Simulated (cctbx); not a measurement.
# Finding the light atoms

Cell a = 9.6090 Å, b = 9.6090 Å, c = 3.0750 Å, α = 90.00°, β = 90.00°, γ = 90.00°; space group P4/mbm (no. 127); content Ir10 Al2 Mg4 C4. The heavier atoms are placed; C is still missing.

Simulated single-crystal data (cctbx): Mo Kα, λ = 0.71073 Å, to d = 0.8 Å, 70 % of the full sphere, strongest reflection 20000 counts, noise from counting, a 6 % proportional error and a noise floor of 4 counts (s.d.); no absorption.

Refinement without C (map in e/Å³):

```text
Rint 0.048, 187 unique reflections to 0.80 A
cycle     R1     wR2    GooF  max shift (A)
   1  0.1349  0.3097  10.084   0.02023
   2  0.0349  0.0983   3.200   0.00001
final R1 0.0349 wR2 0.0983 GooF 3.200  parameters 7  data/parameter 26.7
atom        x        y        z      Ueq    occ   su(xyz)  su(Uiso or U11)
Ir1    0.92628  0.78621  0.50000   0.0044  1.000  0.00009  0.0005
Ir2    0.00000  0.50000  0.50000   0.0039  1.000  0.00000  0.0005
Al1    0.00000  0.00000  0.00000   0.0089  1.000  0.00000  0.0029
Mg1    0.67049  0.82951  0.00000   0.0091  1.000  0.00086  0.0024
difference map: max 13.34 min -2.75 rms 0.86
Q1    0.1253  0.3747  0.0000    4   13.65  2.24 A from Ir1
Q2    0.0781  0.2585  0.5000    8    5.06  0.43 A from Ir1
Q3    0.0670  0.1627  0.5000    8    4.84  0.50 A from Ir1
Q4    0.0000  0.0000  0.0000    2    2.91  0.00 A from Al1
Q5    0.1759  0.6759  0.0000    4    2.77  0.07 A from Mg1
Q6    0.1482  0.3518  0.5000    4    1.99  1.51 A from Ir1
Q7    0.0000  0.5000  0.3914    4    1.25  0.33 A from Ir2
Q8    0.1619  0.7307  0.5000    8    1.25  1.64 A from Mg1
```

The data are simulated with cctbx, not measured: neutrons of λ = 0.84 Å, to d = 0.8 Å, 70 % of the full sphere, strongest reflection 5000 counts, noise from counting, a 6 % proportional error and a noise floor of 4 counts (s.d.); no absorption.

Refinement without C (map in fm/Å³; only maxima are listed):

```text
Rint 0.062, 187 unique reflections to 0.80 A
cycle     R1     wR2    GooF  max shift (A)
   1  0.4108  0.7345  19.353   0.04310
   8  0.3744  0.6814  17.954   0.00000
final R1 0.3738 wR2 0.6802 GooF 17.922  parameters 7  data/parameter 26.7
atom        x        y        z      Ueq    occ   su(xyz)  su(Uiso or U11)
Ir1    0.92489  0.78628  0.50000   0.0043  1.000  0.00127  0.0042
Ir2    0.00000  0.50000  0.50000   0.0018  1.000  0.00000  0.0050
Al1    0.00000  0.00000  0.00000   0.0001  1.000  0.00000  0.0109
Mg1    0.66846  0.83154  0.00000   0.0047  1.000  0.00233  0.0063
difference map: max 48.77 min -7.10 rms 3.17
Q1    0.1265  0.3735  0.0000    4   50.72  2.23 A from Ir1
Q2    0.0745  0.2121  0.5000    8   27.02  0.02 A from Ir1
Q3    0.0000  0.5000  0.5000    2   22.41  0.00 A from Ir2
Q4    0.1725  0.6725  0.0000    4   16.35  0.05 A from Mg1
Q5    0.0000  0.0000  0.0000    2   11.02  0.00 A from Al1
Q6    0.2220  0.2780  0.0000    4    8.37  1.49 A from Mg1
Q7    0.0595  0.1056  0.0000    8    6.36  1.16 A from Al1
Q8    0.2171  0.7171  0.5000    4    6.33  1.67 A from Mg1
```

**Question.** Where is C, and which data fix it better?

C sits at (0.8737, 0.6263, 0). Adding it takes R1 from 0.035 to 0.022 with X-rays and from 0.374 to 0.023 with neutrons. Its largest coordinate s.u. is 0.00164 with X-rays and 0.00012 with neutrons, so neutrons fix it better in these data. In the X-ray map Q1 marks it. In the neutron map Q1 marks it.

Final neutron refinement:

```text
Rint 0.062, 187 unique reflections to 0.80 A
cycle     R1     wR2    GooF  max shift (A)
   1  0.1430  0.3105   8.226   0.03404
   2  0.0233  0.0548   1.451   0.00001
final R1 0.0233 wR2 0.0548 GooF 1.451  parameters 9  data/parameter 20.8
atom        x        y        z      Ueq    occ   su(xyz)  su(Uiso or U11)
Ir1    0.92625  0.78612  0.50000   0.0043  1.000  0.00007  0.0003
Ir2    0.00000  0.50000  0.50000   0.0041  1.000  0.00000  0.0003
Al1    0.00000  0.00000  0.00000   0.0070  1.000  0.00000  0.0009
Mg1    0.67081  0.82919  0.00000   0.0070  1.000  0.00015  0.0004
C1     0.87367  0.62633  0.00000   0.0052  1.000  0.00012  0.0004
difference map: max 1.19 min -0.76 rms 0.17
Q1    0.0695  0.1645  0.5000    8    1.31  0.48 A from Ir1
Q2    0.0734  0.2679  0.5000    8    1.04  0.52 A from Ir1
Q3    0.0000  0.5000  0.0000    2    0.70  1.54 A from Ir2
Q4    0.9982  0.3704  0.5000    8    0.66  1.25 A from Ir2
Q5    0.0000  0.0000  0.0000    2    0.51  0.00 A from Al1
Q6    0.1353  0.3647  0.5000    4    0.47  1.54 A from C1
```

The model was made for the exercise: a known structure type with other elements put in, its volume estimated, not relaxed; displacement parameters are assumed.

[Middle refinement cycles are left out of these outputs.]

[Logs are printed without paths, hosts, clocks, repeated set-up lines and the standing remarks that a program may print on its own settings, such as how far it seeks lower states.]
